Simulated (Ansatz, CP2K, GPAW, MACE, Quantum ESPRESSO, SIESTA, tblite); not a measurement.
# Generalised stacking fault on (110) of a LiCl-LiBr solid solution (56 atoms) in Quantum ESPRESSO, part 2 of 2

Wanted: Quantum ESPRESSO inputs and outputs for generalised stacking fault on (110) of a LiCl-LiBr solid solution (56 atoms), checked against a plane-wave reference.

Program: Quantum ESPRESSO 7.5; the method stands at each step. Banners, paths, timers and routine set-up lines are dropped from the logs unmarked, and long logs keep their key lines alone; longer cuts are marked.

So far. Step 2 (PBE, sssp-1.3.0-efficiency, 45/360 Ry): Forces lie 0.35 % from the reference's, at 17 times its CPU time (on 2 against 8 cores). Step 3 (PBE+D3(BJ), sssp-1.3.0-efficiency, 45/360 Ry): Against the first run (0.35 %), the force difference from the reference is 1.2 %, at 1.0 times the CPU time; the model has changed, so this is no error of the program alone.

## 4. PBE, sssp-1.3.0-efficiency, 45/360 Ry, cg

Method: Kohn-Sham DFT, PBE, SSSP efficiency 1.3.0 pseudopotentials, plane waves.

The input, pw.in:

```
&control
  calculation = 'scf'
  pseudo_dir = './pseudo'
  outdir = './tmp'
  disk_io = 'none'
  tprnfor = .true.
  tstress = .true.
/
&system
  ibrav = 0
  nat = 56
  ntyp = 3
  ecutwfc = 45
  ecutrho = 360
  nosym = .true.
  occupations = 'smearing'
  smearing = 'fd'
  degauss = 0.003675
/
&electrons
  conv_thr = 2.8e-07
  electron_maxstep = 100
  mixing_beta = 0.2
  mixing_mode = 'local-TF'
  diagonalization = 'cg'
/
ATOMIC_SPECIES
Li 6.940 Li.upf
Br 79.904 Br.upf
Cl 35.450 Cl.upf
CELL_PARAMETERS angstrom
7.44767 0.00000 0.00000
0.00000 5.26630 0.00000
3.41349 0.00000 26.26686
ATOMIC_POSITIONS crystal
[... 56 atom lines left out: the same atoms as in the first run ...]
K_POINTS gamma
```

Launch:

```
$ OMP_NUM_THREADS=1 mpirun -np 4 pw.x -in pw.in > output.txt
```

What it wrote:

```text
[banner, memory and clock lines left out]
Program PWSCF
     gamma-point specific algorithms are used
     one sub-group per band group will be used
     bravais-lattice index     =            0
[... lines left out ...]
     c_bands:  1 eigenvalues not converged
[... lines left out ...]
     c_bands:  2 eigenvalues not converged
[... lines left out ...]
     c_bands:  1 eigenvalues not converged
[... lines left out ...]
     c_bands:  1 eigenvalues not converged
[... lines left out ...]
     total energy              =   -1480.05235521 Ry
[... lines left out ...]
     total energy              =   -1480.05235510 Ry
[... lines left out ...]
     the Fermi energy is     3.6456 ev
!    total energy              =   -1480.05235509 Ry
[... lines left out ...]
     internal energy E=F+TS    =   -1480.05235509 Ry
     The total energy is F=E-TS. E is the sum of the following terms:
     one-electron contribution =    -288.42750724 Ry
     hartree contribution      =     209.77519112 Ry
     xc contribution           =    -528.99549005 Ry
     ewald contribution        =    -872.40454892 Ry
     convergence has been achieved in  40 iterations
     negative rho (up, down):  2.607E-01 0.000E+00
     Forces acting on atoms (cartesian axes, Ry/au):
     atom    1 type  1   force =    -0.00663665    0.00021947   -0.01215089
     atom    2 type  2   force =     0.01009980   -0.00497177   -0.00056144
     atom    3 type  1   force =    -0.00174386   -0.00008512    0.00603837
[...]
atom   55 type  1   force =     0.01157396    0.00132740   -0.00131933
     atom   56 type  2   force =    -0.00806044    0.00252427    0.00798963
     Total force =     0.055512     Total SCF correction =     0.000882
     Computing stress (Cartesian axis) and pressure
     negative rho (up, down):  2.607E-01 0.000E+00
          total   stress  (Ry/bohr**3)                   (kbar)     P=       -2.93
   0.00020309  -0.00000125   0.00000646           29.88       -0.18        0.95
  -0.00000125  -0.00020577   0.00000031           -0.18      -30.27        0.05
   0.00000646   0.00000031  -0.00005701            0.95        0.05       -8.39
     Message from routine punch:
     Nothing written, as per user request (disk_io='none')
```

It took 7.7 min on 4 MPI ranks of Arm Neoverse V1, shared host; peak memory 2 GiB; 31 min of CPU time.

Compared with the plane-wave run:

| Quantity | Value |
| --- | --- |
| r.m.s. force component | 0.1101 eV/Å |
| r.m.s. difference of force components | 0.54 meV/Å |
| longest difference of force vectors | 1.76 meV/Å |
| force difference over r.m.s. force | 0.4918 % |
| slope of forces against the reference's | 1.003 |
| correlation of force components | 1 |
| gap (highest filled to lowest empty level) | 5.457 eV |
| gap difference | -0.0008 eV |
| pressure | -0.2927 GPa |
| pressure difference | -0.0223 GPa |
| energy less the same-level run's | 0 meV/atom |
| r.m.s. force difference from the same-level run | 0.3 meV/Å |

Against the first run (0.35 %), the force difference from the reference is 0.49 %, at 3.9 times the CPU time (on 4 against 2 cores) (40 SCF steps against 24).

The run ends at a pressure of -0.29 GPa, with forces up to 0.36 eV/Å.

## 5. Side by side

Differences are against the plane-wave reference, forces as r.m.s. over components; share is that over the reference's r.m.s. force, slope the least-squares factor from reference forces to these. Total energies of different programs have different zeros and aren't compared.

```
                                            run  Δ force, r.m.s. (meV/Å)  share (%)  slope  Δ pressure (GPa)  Δ gap (eV)  cores  CPU time  memory (GiB)
                                      reference                        -          -      -                 -           -      8      28 s          0.99
       QE PBE, sssp-1.3.0-efficiency, 45/360 Ry                    0.384      0.350  1.002           -0.0216      -0.001      2   7.9 min           2.0
QE PBE+D3(BJ), sssp-1.3.0-efficiency, 45/360 Ry                     1.37       1.25  1.005             -2.09      -0.001      2     8 min           2.0
   QE PBE, sssp-1.3.0-efficiency, 45/360 Ry, cg                     0.54      0.492  1.003           -0.0223     -8.0e-4      4    31 min           2.0
```

CPU time is summed over cores on a shared host, where runs went side by side, so it is rough. Symmetry, cutoffs, thresholds, outputs and thread counts weren't matched or tuned between programs; memory under MPI is the largest rank's times the ranks.

Within one program, basis, potentials and functional, energies share a zero. Each run against its twin at the usual cutoff or grid and solver:

```
                                         run                              twin  Δ energy (meV/atom)  Δ force, r.m.s. (meV/Å)        CPU time over the twin's
QE PBE, sssp-1.3.0-efficiency, 45/360 Ry, cg  sssp-1.3.0-efficiency, 45/360 Ry                    0                      0.3  3.9 (this twin ran on 2 cores)
```

## 6. Summary of results

| Item | Value |
| --- | --- |
| nearest in forces | QE PBE, sssp-1.3.0-efficiency, 45/360 Ry, 0.35 % |
| its CPU time | 7.9 min |

**Reading.** PBE on plane waves or a grid with other potentials, cutoffs or grids differs from the reference by 0.35 % (QE PBE, sssp-1.3.0-efficiency, 45/360 Ry) to 0.49 % (QE PBE, sssp-1.3.0-efficiency, 45/360 Ry, cg) of the r.m.s. force; this holds the reference's own error, so differences of a few per cent don't tell which side is nearer the exact PBE result (QE's 45 Ry are 612 eV, against the reference's 420 eV). Rows with another functional or a dispersion term differ by 1.2 % (QE PBE+D3(BJ), sssp-1.3.0-efficiency, 45/360 Ry), which mixes the change of model with differences of basis and potentials. None of the electronic-structure runs in the table takes under half the reference's CPU time of 28 s; they take 17 to 65 times as much. PBE gaps agree with the reference's 5.46 eV within 0.002 eV. These are spacings on the run's k-points, which needn't hold the band edges. The cell is under 6 Å thick along one periodic direction, so every atom has periodic images of itself close by, which move with it and show among its neighbours and in g(r). The reference's stress is far from hydrostatic: its diagonal is 3.0, -3.0, -0.8 GPa, compression counted positive. The host structure and its lattice constant were typed by rule, without a check against the phase diagram. The electronic-structure runs sample only Γ, in a cell whose shortest periodic width is 5 Å.

[Also dropped from logs without a mark: logging warnings of Python, and SIESTA's first energy breakdown and zero terms.]

[Logs are printed without paths, hosts, clocks, repeated set-up lines and the standing remarks that a program may print on its own settings, such as how far it seeks lower states.]

[Hosts, paths, dates, database ids (printed as entryN), source tags and the programs' standing remarks are cut or masked in the printed files.]
